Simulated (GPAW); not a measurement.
# Geometry or basis: what sets the conductance of 1,4-phenylene between two Pt chains

Aim: the conductance of 1,4-phenylene between two Pt chains after relaxation, and whether geometry, basis or functional moves it most.

Program: GPAW 26.7.0. Level of theory: GPAW LCAO, PAW setups; relaxation of the junction within the symmetry of its start, lead ends held, in the first sound run; inputs show where later runs differ. Results are calculated unless marked as measured.

## 1. Starting point

The cell holds 26 atoms: 16 Pt, 6 C and 4 H. Its edges and angles: a = 10.798 Å, b = 9.000 Å, c = 42.910 Å, α = 90.0°, β = 90.0°, γ = 90.0°. Regions: left lead, 8 atoms (8 Pt); channel, 10 atoms (6 C and 4 H); right lead, 8 atoms (8 Pt). Vacuum lies along a and b. The structure is stacked along c, and the current runs across the ab planes.

## 2. Relaxation

Transmission follows bond lengths closely, so the atoms between the held lead ends are relaxed first, within whatever symmetry the start has.

File run.py:

```python
import json
from ase import Atoms
from ase.constraints import FixAtoms
from ase.optimize import BFGS
from gpaw import GPAW, FermiDirac

device = Atoms(
    ['Pt', 'Pt', 'Pt', 'Pt', 'Pt', 'Pt', 'Pt', 'Pt', 'C', 'H', 'H', 'C', 'C', 'C', 'C', 'H', 'H', 'C', 'Pt', 'Pt', 'Pt', 'Pt', 'Pt', 'Pt', 'Pt', 'Pt'],
    positions=[
        [5.39909, 4.50000, 1.20000],
        [5.39909, 4.50000, 3.60000],
        [5.39909, 4.50000, 6.00000],
        [5.39909, 4.50000, 8.40000],
        [5.39909, 4.50000, 10.80000],
        [5.39909, 4.50000, 13.20000],
        [5.39909, 4.50000, 15.60000],
        [5.39909, 4.50000, 18.00000],
        [5.39909, 4.50000, 20.06000],
        [7.54818, 4.50000, 20.21405],
        [3.25000, 4.50000, 20.21405],
        [6.60705, 4.50000, 20.75741],
        [4.19114, 4.50000, 20.75741],
        [6.60705, 4.50000, 22.15224],
        [4.19114, 4.50000, 22.15224],
        [7.54818, 4.50000, 22.69560],
        [3.25000, 4.50000, 22.69560],
        [5.39909, 4.50000, 22.84965],
        [5.39909, 4.50000, 24.90965],
        [5.39909, 4.50000, 27.30965],
        [5.39909, 4.50000, 29.70965],
        [5.39909, 4.50000, 32.10965],
        [5.39909, 4.50000, 34.50965],
        [5.39909, 4.50000, 36.90965],
        [5.39909, 4.50000, 39.30965],
        [5.39909, 4.50000, 41.70965]],
    cell=[[10.79818, 0.0, 0.0], [0.0, 9.0, 0.0], [0.0, 0.0, 42.90965]],
    pbc=True)

device.set_constraint(FixAtoms([0, 1, 2, 3, 4, 5, 6, 19, 20, 21, 22, 23, 24, 25]))
device.calc = GPAW(mode='lcao', basis='dzp', xc='PBE', h=0.18,
                   kpts={'size': (1, 1, 2), 'gamma': True},
                   symmetry={'tolerance': 1e-3, 'extra_ids': [1, 1, 1, 1, 1, 1, 1, 0, 0, 0, 0, 0, 0, 0, 0, 0, 0, 0, 0, 1, 1, 1, 1, 1, 1, 1]},
                   occupations=FermiDirac(0.1), maxiter=250,
                   mixer=dict(beta=0.1, nmaxold=8, weight=100.0),
                   convergence=dict(density=0.0001), txt='relax.txt')
path = []
opt = BFGS(device, maxstep=0.15)
opt.attach(lambda: path.append((device.get_potential_energy(), device.positions.tolist(), device.get_forces().tolist())))
relaxed = bool(opt.run(fmax=0.05, steps=50))
json.dump(dict(relaxed=relaxed, path=path, positions=device.positions.tolist(), moments=device.get_magnetic_moments().tolist(),
               forces=device.get_forces(apply_constraint=False).tolist()), open('result.json', 'w'))
```

The run is started by

```console
$ OMP_NUM_THREADS=1 OPENBLAS_NUM_THREADS=1 python run.py
```

Log:

```text
Step          Energy          fmax
BFGS:    0     -112.252048        1.963001
BFGS:    1     -112.412311        0.912318
BFGS:    2     -112.475569        0.435667
BFGS:    3     -112.483797        0.288050
BFGS:    4     -112.497741        0.168037
BFGS:    5     -112.500346        0.047456
```

Run time: 11 min. Hardware: 1 thread of Arm Neoverse V2, shared host; peak memory 2.3 GiB.

Step by step:

| step | energy less that of the first step (eV) | largest force (eV/Å) |
| --- | --- | --- |
| 1 | 0.0000 | 1.9630 |
| 2 | -0.1611 | 0.9123 |
| 3 | -0.2249 | 0.4357 |
| 4 | -0.2326 | 0.2880 |
| 5 | -0.2450 | 0.1680 |
| 6 | -0.2472 | 0.0475 |

The atoms that moved most (Å):

| atom | dx | dy | dz | length |
| --- | --- | --- | --- | --- |
| Pt19 | 0.000 | 0.000 | -0.064 | 0.064 |
| Pt8 | 0.000 | 0.000 | 0.064 | 0.064 |
| H11 | -0.046 | 0.000 | -0.009 | 0.047 |
| H17 | -0.046 | 0.000 | 0.009 | 0.047 |
| H10 | 0.046 | 0.000 | -0.009 | 0.047 |
| H16 | 0.046 | 0.000 | 0.009 | 0.047 |
| C9 | 0.000 | 0.000 | -0.031 | 0.031 |
| C18 | 0.000 | 0.000 | 0.031 | 0.031 |

The relaxation lowered the energy of the cell by 0.247 eV (energies extrapolated to zero smearing; the optimiser's log prints free energies). The largest force left on a free atom is 0.047 eV/Å.

## 3. GPAW, dzp

Localised orbitals split the wire into layers that couple to their neighbours alone, which is what the Green's function method needs; double zeta with polarisation is the usual level for numbers.

This step: GPAW LCAO, PAW setups; Landauer transmission from Green's functions with principal layers (ASE), zero bias (GPAW 26.7.0).

File run.py:

```python
import json
import numpy as np
from ase import Atoms
from ase.transport.calculators import TransportCalculator
from gpaw import GPAW, FermiDirac
from gpaw.lcao.tools import get_lcao_hamiltonian
from scipy.linalg import eigh

# The junction with lead layers at both ends, along the third cell vector
device = Atoms(
    ['Pt', 'Pt', 'Pt', 'Pt', 'Pt', 'Pt', 'Pt', 'Pt', 'C', 'H', 'H', 'C', 'C', 'C', 'C', 'H', 'H', 'C', 'Pt', 'Pt', 'Pt', 'Pt', 'Pt', 'Pt', 'Pt', 'Pt'],
    positions=[
        [5.39909, 4.50000, 1.20000],
        [5.39909, 4.50000, 3.60000],
        [5.39909, 4.50000, 6.00000],
        [5.39909, 4.50000, 8.40000],
        [5.39909, 4.50000, 10.80000],
        [5.39909, 4.50000, 13.20000],
        [5.39909, 4.50000, 15.60000],
        [5.39909, 4.50000, 18.06392],
        [5.39909, 4.50000, 20.02944],
        [7.59451, 4.50000, 20.20492],
        [3.20367, 4.50000, 20.20492],
        [6.63014, 4.50000, 20.75267],
        [4.16805, 4.50000, 20.75267],
        [6.63014, 4.50000, 22.15698],
        [4.16805, 4.50000, 22.15698],
        [7.59451, 4.50000, 22.70473],
        [3.20367, 4.50000, 22.70473],
        [5.39909, 4.50000, 22.88021],
        [5.39909, 4.50000, 24.84573],
        [5.39909, 4.50000, 27.30965],
        [5.39909, 4.50000, 29.70965],
        [5.39909, 4.50000, 32.10965],
        [5.39909, 4.50000, 34.50965],
        [5.39909, 4.50000, 36.90965],
        [5.39909, 4.50000, 39.30965],
        [5.39909, 4.50000, 41.70965]],
    cell=[[10.79818, 0.0, 0.0], [0.0, 9.0, 0.0], [0.0, 0.0, 42.90965]],
    pbc=True)

# One principal layer of the lead: the first 5 atoms of the device
lead = Atoms(
    ['Pt', 'Pt', 'Pt', 'Pt', 'Pt'],
    positions=[
        [5.39909, 4.50000, 1.20000],
        [5.39909, 4.50000, 3.60000],
        [5.39909, 4.50000, 6.00000],
        [5.39909, 4.50000, 8.40000],
        [5.39909, 4.50000, 10.80000]],
    cell=[[10.79818, 0.0, 0.0], [0.0, 9.0, 0.0], [0.0, 0.0, 12.0]],
    pbc=True)

settings = dict(mode='lcao', basis='dzp', xc='PBE', h=0.2,
                occupations=FermiDirac(0.1), maxiter=250,
                mixer=dict(beta=0.1, nmaxold=8, weight=100.0),
                convergence=dict(density=0.0001))
energies = np.arange(-2, 2 + 1e-9, 0.025)
eta = 0.0001
n1, n2 = 1, 1
# k and -k transmit alike, so half of the mesh across the current serves
mesh = [(i, j) for i in range(n1) for j in range(n2) if (i, j) <= (-i % n1, -j % n2)]
weights = np.array([1 if (i, j) == (-i % n1, -j % n2) else 2 for i, j in mesh]) / (n1 * n2)


def ground_state(atoms, size, txt):
    atoms.calc = GPAW(kpts={'size': size, 'gamma': True}, symmetry={'tolerance': 1e-3}, txt=txt, **settings)
    atoms.get_potential_energy()
    return atoms.calc.get_fermi_level()


def blocks(atoms, fermi, points, nz, cells):
    """H - E_F S and S between cell 0 and the cells above it, at each point across the current."""
    kz = np.arange(nz) / nz
    calc = atoms.calc.fixed_density(kpts=[(*k, z) for k in points for z in kz], symmetry='off', txt=None)
    H, S = get_lcao_hamiltonian(calc)
    H = (H - fermi * S).reshape(len(H), len(points), nz, *S.shape[1:])
    S = S.reshape(H.shape[1:])
    phases = [np.exp(-2j * np.pi * kz * R) / nz for R in cells]
    return [(np.einsum('skzij,z->ksij', H, p), np.einsum('kzij,z->kij', S, p)) for p in phases]


def pair(a, b):
    return np.block([[a, b], [b.T.conj(), a]])


def count_channels(h, s, cells, nk=240):
    """Half the number of times that the lead's bands cross each energy, unfolded to its shortest repeat."""
    b = len(h) // cells
    bands = []
    for k in (np.arange(nk + 1) + 0.5) / nk:
        hk, sk = h[:b, :b].copy(), s[:b, :b].copy()
        for R in range(1, cells):
            phase, block = np.exp(2j * np.pi * k * R), slice(R * b, (R + 1) * b)
            hk += h[:b, block] * phase + (h[:b, block] * phase).T.conj()
            sk += s[:b, block] * phase + (s[:b, block] * phase).T.conj()
        w, u = eigh(sk)
        x = u[:, w > 1e-5] / w[w > 1e-5]**0.5  # drop near-dependent combinations
        bands.append(np.r_[eigh(x.T.conj() @ hk @ x, eigvals_only=True), [1e9] * (w <= 1e-5).sum()])
    below = np.array(bands)[:, :, None] < energies
    return (below[1:] != below[:-1]).sum((0, 1)) / 2


fermi_lead = ground_state(lead, (1, 1, 10), 'lead.txt')
fermi_device = ground_state(device, (1, 1, 2), 'device.txt')
T, channels, eigen, tail, misfit, shifts = [], [], [], 0.0, 0.0, []
for first in range(0, len(mesh), 164):
    points = [(i / n1, j / n2) for i, j in mesh[first:first + 164]]
    (H0k, S0k), (H1k, S1k), (H2k, _) = blocks(lead, fermi_lead, points, 5, range(3))
    [(Hk, Sk)] = blocks(device, fermi_device, points, 2, [0])
    tail = max(tail, abs(H2k).max())
    for H0, S0, H1, S1, H, S in zip(H0k, S0k, H1k, S1k, Hk, Sk):
        n = len(S0)
        # Shift the lead onto the potential of the device's first layer
        shift = ((H[:, 0, 0] - H0[:, 0, 0]) / S0[0, 0]).real.mean()
        shifts.append(shift)
        misfit = max(misfit, abs(H[:, :n, :n] - H0 - shift * S0).max())
        Tk, Ck, Ek = [], [], []
        for s in range(len(H)):
            t = s % len(H0)  # a lead without moments serves both spins
            h1, s1 = pair(H0[t] + shift * S0, H1[t] + shift * S1), pair(S0, S1)
            leads = dict(h1=h1, s1=s1, energies=energies, eta=eta, eta1=eta, eta2=eta)
            calc = TransportCalculator(h=H[s], s=S, eigenchannels=3, **leads)
            Tk.append(calc.get_transmission())
            Ek.append(np.sort(calc.eigenchannels_ne, axis=0)[::-1])
            Ck.append(count_channels(h1, s1, 10))
        T.append(Tk)
        channels.append(Ck)
        eigen.append(Ek)
T, channels = np.array(T), np.array(channels)
mean, open_channels = np.einsum('kse,k->se', T, weights), np.einsum('kse,k->se', channels, weights)

print(f'basis functions: device {len(S)}, principal layer {n}')
print(f'Fermi level: lead {fermi_lead:.4f} eV, device {fermi_device:.4f} eV; lead shifted by {np.mean(shifts):.4f} eV')
print(f'largest coupling past the next layer {tail:.2e} eV, largest misfit of the first layer {misfit:.3f} eV')
print('  E-E_F (eV)   ' + 'T (one spin)  channels')
for e, t, c in zip(energies, mean.T, open_channels.T):
    print(f'{e:10.3f}  ', *[f'{x:11.4e}' for x in t], *[f'{x:9.4f}' for x in c])

kT = 8.617333e-5 * 300
fine = np.linspace(energies[0], energies[-1], 4001)
both = np.exp(np.interp(fine, energies, np.log(np.maximum(mean.sum(0) * 2 / len(mean), 1e-30))))
fermi = lambda mu: 1 / (1 + np.exp(np.clip((fine - mu) / kT, -200, 200)))
slope = fermi(0) * (1 - fermi(0)) / kT
G = np.trapezoid(both * slope, fine) / 2
seebeck = -np.trapezoid(both * slope * fine, fine) / (2 * G * 300) * 1e6
print(f'conductance at 300 K: {G:.5g} G0 a cell; thermopower {seebeck:.4g} uV/K')
bias = [0.1, 0.2, 0.5, 1.0, 1.5, 2.0]
current = [38.74 * np.trapezoid(both * (fermi(V / 2) - fermi(-V / 2)), fine) for V in bias]
for V, I in zip(bias, current):
    print(f'current from the zero-bias T(E) at {V} V: {I:.5g} uA')
zero = abs(energies).argmin()
json.dump(dict(energies=energies.tolist(), T=mean.tolist(), channels=open_channels.tolist(), G=G, seebeck=seebeck,
               bias=bias, current=current, tail=tail, misfit=misfit, shift=np.mean(shifts), n_device=len(S), n_lead=n,
               fermi=[fermi_lead, fermi_device], energy=device.get_potential_energy(),
               moments=device.get_magnetic_moments().tolist(), mesh=mesh, weights=weights.tolist(),
               T_k=T[:, :, zero].tolist(), eigen=np.array(eigen[0]).tolist()), open('result.json', 'w'))
```

Log:

```text
basis functions: device 530, principal layer 135
Fermi level: lead -4.7602 eV, device -4.6069 eV; lead shifted by -0.0083 eV
largest coupling past the next layer 8.09e-06 eV, largest misfit of the first layer 0.115 eV
  E-E_F (eV)   T (one spin)  [channel counts left out]
    -2.000    1.0417e+00
    -1.975    1.0429e+00
    -1.950    1.0443e+00
    -1.925    1.0458e+00
    -1.900    1.0474e+00
    -1.875    1.0489e+00
    -1.850    1.0504e+00
    -1.825    1.0517e+00
    -1.800    1.0529e+00
    -1.775    1.0540e+00
    -1.750    1.0548e+00
    -1.725    1.0553e+00
    -1.700    1.0557e+00
    -1.675    1.0558e+00
    -1.650    1.0557e+00
    -1.625    1.0553e+00
[...]
1.825    3.4541e-03
     1.850    3.2503e-03
     1.875    3.0565e-03
     1.900    2.8722e-03
     1.925    2.6968e-03
     1.950    2.5299e-03
     1.975    2.3711e-03
     2.000    2.2201e-03
conductance at 300 K: 1.2601 G0 a cell; thermopower -0.1468 uV/K
current from the zero-bias T(E) at 0.1 V: 9.7628 uA
current from the zero-bias T(E) at 0.2 V: 19.521 uA
current from the zero-bias T(E) at 0.5 V: 48.649 uA
current from the zero-bias T(E) at 1.0 V: 94.351 uA
current from the zero-bias T(E) at 1.5 V: 126.37 uA
current from the zero-bias T(E) at 2.0 V: 149.41 uA
```

Elapsed: 4 min, on 1 thread; peak memory 1.8 GiB.

Numbers from this step:

```
conductance                                    : 1.260 G₀
largest coupling past the next principal layer : 8.09e-6 eV
largest misfit of the first principal layer    : 0.1152 eV
shift that aligns the lead                     : -0.008251 eV
basis functions of the junction                : 530
basis functions of a principal layer           : 135
transmission at the Fermi level (one spin)     : 1.260
```

One spin. Table of transmission, zone mean by energy, zero at the Fermi level:

energy (eV), transmission, zone mean and a bar:
```
   -2.000       1.04 #####################
   -1.800       1.05 ######################
   -1.600       1.05 ######################
   -1.400       1.07 ######################
   -1.200       1.09 ######################
   -1.000       1.11 #######################
   -0.800       1.18 ########################
   -0.600       1.23 #########################
   -0.400       1.32 ###########################
   -0.325       1.46 ##############################
   -0.200       1.26 ##########################
    0.000       1.26 ##########################
    0.200       1.24 #########################
    0.400       0.98 ####################
    0.600       0.51 ##########
    0.800       0.05 #
    1.000       0.02 
    1.200       0.01 
    1.400       0.01 
    1.600       0.01 
    1.800       0.00 
    2.000       0.00
```

Not self-consistent under bias; the bias window is split evenly. The current through one cell, from the zero-bias transmission by bias:

| bias (V) | current through one cell, from the zero-bias transmission (μA) |
| --- | --- |
| 0.100 | 9.76 |
| 0.200 | 19.5 |
| 0.500 | 48.6 |
| 1.000 | 94.4 |
| 1.500 | 126 |
| 2.000 | 149 |

Table of transmission of the three most open eigenchannels by energy, zero at the Fermi level:

| energy (eV) | channel 1 | channel 2 | channel 3 |
| --- | --- | --- | --- |
| -2.000 | 0.946 | 0.0958 | 4.2e-5 |
| -1.900 | 0.961 | 0.0863 | 1.7e-6 |
| -1.800 | 0.975 | 0.0782 | 8.4e-5 |
| -1.700 | 0.984 | 0.0709 | 2.8e-4 |
| -1.600 | 0.990 | 0.0640 | 5.6e-4 |
| -1.500 | 0.993 | 0.0679 | 9.0e-4 |
| -1.400 | 0.993 | 0.0721 | 0.00127 |
| -1.300 | 0.994 | 0.0853 | 0.00168 |
| -1.200 | 0.994 | 0.0927 | 0.00213 |
| -1.100 | 0.995 | 0.0975 | 0.00263 |
| -1.000 | 0.995 | 0.108 | 0.00312 |
| -0.900 | 0.996 | 0.129 | 0.00370 |
| -0.800 | 0.996 | 0.162 | 0.0111 |
| -0.700 | 0.994 | 0.192 | 0.0236 |
| -0.600 | 0.989 | 0.210 | 0.0187 |
| -0.500 | 0.980 | 0.239 | 0.0501 |
| -0.400 | 0.966 | 0.274 | 0.0627 |
| -0.300 | 0.952 | 0.338 | 0.0401 |
| -0.200 | 0.939 | 0.310 | 0.00544 |
| -0.100 | 0.930 | 0.320 | 0.00593 |
| 0.000 | 0.922 | 0.331 | 0.00623 |
| 0.100 | 0.910 | 0.346 | 0.00611 |
| 0.200 | 0.882 | 0.352 | 0.00544 |
| 0.300 | 0.825 | 0.427 | 0.00443 |
| 0.400 | 0.726 | 0.249 | 0.00337 |
| 0.500 | 0.586 | 0.150 | 0.00244 |
| 0.600 | 0.415 | 0.0954 | 0.00158 |
| 0.700 | 0.132 | 0.0640 | 4.0e-4 |
| 0.800 | 0.0450 | 9.1e-10 | 1.5e-10 |
| 0.900 | 0.0329 | 9.2e-10 | 2.2e-12 |
| 1.000 | 0.0247 | 9.2e-10 | 0 |
| 1.100 | 0.0189 | 9.3e-10 | 0 |
| 1.200 | 0.0147 | 9.3e-10 | 0 |
| 1.300 | 0.0116 | 9.4e-10 | 0 |
| 1.400 | 0.00921 | 9.4e-10 | 0 |
| 1.500 | 0.00734 | 9.4e-10 | 0 |
| 1.600 | 0.00584 | 9.5e-10 | 0 |
| 1.700 | 0.00464 | 9.5e-10 | 0 |
| 1.800 | 0.00367 | 9.5e-10 | 0 |
| 1.900 | 0.00287 | 9.5e-10 | 0 |
| 2.000 | 0.00222 | 9.4e-10 | 0 |

Couplings past the next layer reach 8.1e-6 eV, small enough to drop; the matrix elements of the cell's first layer differ from the bulk lead's by up to 0.12 eV. That layer keeps its own values in the calculation, and only beyond it is the lead taken as perfect. The Fermi levels of lead and junction count from different zeros of potential, one for each periodic cell; with both set to zero, the small remaining shift is what aligns them. Without spin-orbit coupling, which is large for these atoms, channel counts and T are those of the scalar-relativistic bands. By hand: G = 1.260 × 77.48 μS = 97.6 μS, a resistance of 10.2 kΩ; at 0.1 V a linear junction would pass 9.76 μA, and the integral over the bias window gives 9.76 μA.

## 4. Single-zeta polarised basis

The second zeta is dropped, the polarisation orbitals stay.

run.py: that of step 3 with these lines changed.

```diff
@@ -53,3 +53,3 @@
 
-settings = dict(mode='lcao', basis='dzp', xc='PBE', h=0.2,
+settings = dict(mode='lcao', basis='szp(dzp)', xc='PBE', h=0.2,
                 occupations=FermiDirac(0.1), maxiter=250,
```

Log:

```text
basis functions: device 310, principal layer 75
Fermi level: lead -4.8873 eV, device -4.8538 eV; lead shifted by -0.0078 eV
largest coupling past the next layer 8.13e-06 eV, largest misfit of the first layer 0.129 eV
  E-E_F (eV)   T (one spin)  [channel counts left out]
    -2.000    9.9490e-01
    -1.975    9.9851e-01
    -1.950    1.0021e+00
    -1.925    1.0056e+00
    -1.900    1.0090e+00
    -1.875    1.0122e+00
    -1.850    1.0151e+00
    -1.825    1.0178e+00
    -1.800    1.0202e+00
    -1.775    1.0223e+00
    -1.750    1.0241e+00
    -1.725    1.0256e+00
    -1.700    1.0268e+00
    -1.675    1.0277e+00
    -1.650    1.0283e+00
    -1.625    1.0288e+00
[...]
1.825    1.5741e-03
     1.850    1.4757e-03
     1.875    1.3820e-03
     1.900    1.2930e-03
     1.925    1.2084e-03
     1.950    1.1279e-03
     1.975    1.0514e-03
     2.000    9.7872e-04
conductance at 300 K: 1.1312 G0 a cell; thermopower -0.7076 uV/K
current from the zero-bias T(E) at 0.1 V: 8.7622 uA
current from the zero-bias T(E) at 0.2 V: 17.508 uA
current from the zero-bias T(E) at 0.5 V: 43.351 uA
current from the zero-bias T(E) at 1.0 V: 81.94 uA
current from the zero-bias T(E) at 1.5 V: 107.96 uA
current from the zero-bias T(E) at 2.0 V: 129.26 uA
```

The job ended after 2.1 min (1 thread; peak memory 1.7 GiB).

This step gave:

* conductance: 1.131 G₀
* largest coupling past the next principal layer: 8.13e-6 eV
* largest misfit of the first principal layer: 0.1285 eV
* shift that aligns the lead: -0.007780 eV
* basis functions of the junction: 310
* basis functions of a principal layer: 75
* transmission at the Fermi level (one spin): 1.132

One spin. Table of transmission, zone mean by energy, zero at the Fermi level:

| energy (eV) | transmission, zone mean |
| --- | --- |
| -2.000 | 0.995 |
| -1.800 | 1.02 |
| -1.600 | 1.03 |
| -1.400 | 1.03 |
| -1.200 | 1.04 |
| -1.000 | 1.06 |
| -0.800 | 1.10 |
| -0.600 | 1.12 |
| -0.400 | 1.16 |
| -0.350 | 1.33 |
| -0.200 | 1.11 |
| 0.000 | 1.13 |
| 0.200 | 1.10 |
| 0.400 | 0.723 |
| 0.600 | 0.268 |
| 0.800 | 0.0235 |
| 1.000 | 0.0122 |
| 1.200 | 0.00711 |
| 1.400 | 0.00437 |
| 1.600 | 0.00273 |
| 1.800 | 0.00168 |
| 2.000 | 9.8e-4 |

Not self-consistent under bias; the bias window is split evenly. Table of current through one cell, from the zero-bias transmission by bias:

| bias (V) | current through one cell, from the zero-bias transmission (μA) |
| --- | --- |
| 0.100 | 8.76 |
| 0.200 | 17.5 |
| 0.500 | 43.4 |
| 1.000 | 81.9 |
| 1.500 | 108 |
| 2.000 | 129 |

Table of transmission of the three most open eigenchannels by energy, zero at the Fermi level:

| energy (eV) | channel 1 | channel 2 | channel 3 |
| --- | --- | --- | --- |
| -2.000 | 0.940 | 0.0545 | 8.8e-4 |
| -1.800 | 0.971 | 0.0472 | 0.00165 |
| -1.600 | 0.985 | 0.0417 | 0.00239 |
| -1.400 | 0.985 | 0.0416 | 0.00303 |
| -1.200 | 0.983 | 0.0567 | 0.00380 |
| -1.000 | 0.985 | 0.0673 | 0.00462 |
| -0.800 | 0.982 | 0.100 | 0.00631 |
| -0.600 | 0.957 | 0.144 | 0.00897 |
| -0.400 | 0.908 | 0.202 | 0.0378 |
| -0.200 | 0.869 | 0.234 | 0.00574 |
| 0.000 | 0.848 | 0.277 | 0.00633 |
| 0.200 | 0.765 | 0.327 | 0.00503 |
| 0.400 | 0.528 | 0.193 | 0.00279 |
| 0.600 | 0.211 | 0.0560 | 0.00101 |
| 0.800 | 0.0235 | 3.9e-11 | 9.3e-12 |
| 1.000 | 0.0122 | 3.8e-11 | 0 |
| 1.200 | 0.00711 | 3.7e-11 | 0 |
| 1.400 | 0.00437 | 3.5e-11 | 0 |
| 1.600 | 0.00273 | 3.3e-11 | 0 |
| 1.800 | 0.00168 | 2.9e-11 | 0 |
| 2.000 | 9.8e-4 | 2.4e-11 | 0 |

The conductance, 1.13 G₀, lies 10 % below that of the dzp run.

(Part 1 of 2 ends here.)

[Logs are printed without paths, hosts, clocks, repeated set-up lines and the standing remarks that a program may print on its own settings, such as how far it seeks lower states.]

[Hosts, paths, dates, database ids (printed as entryN), source tags and the programs' standing remarks are cut or masked in the printed files.]
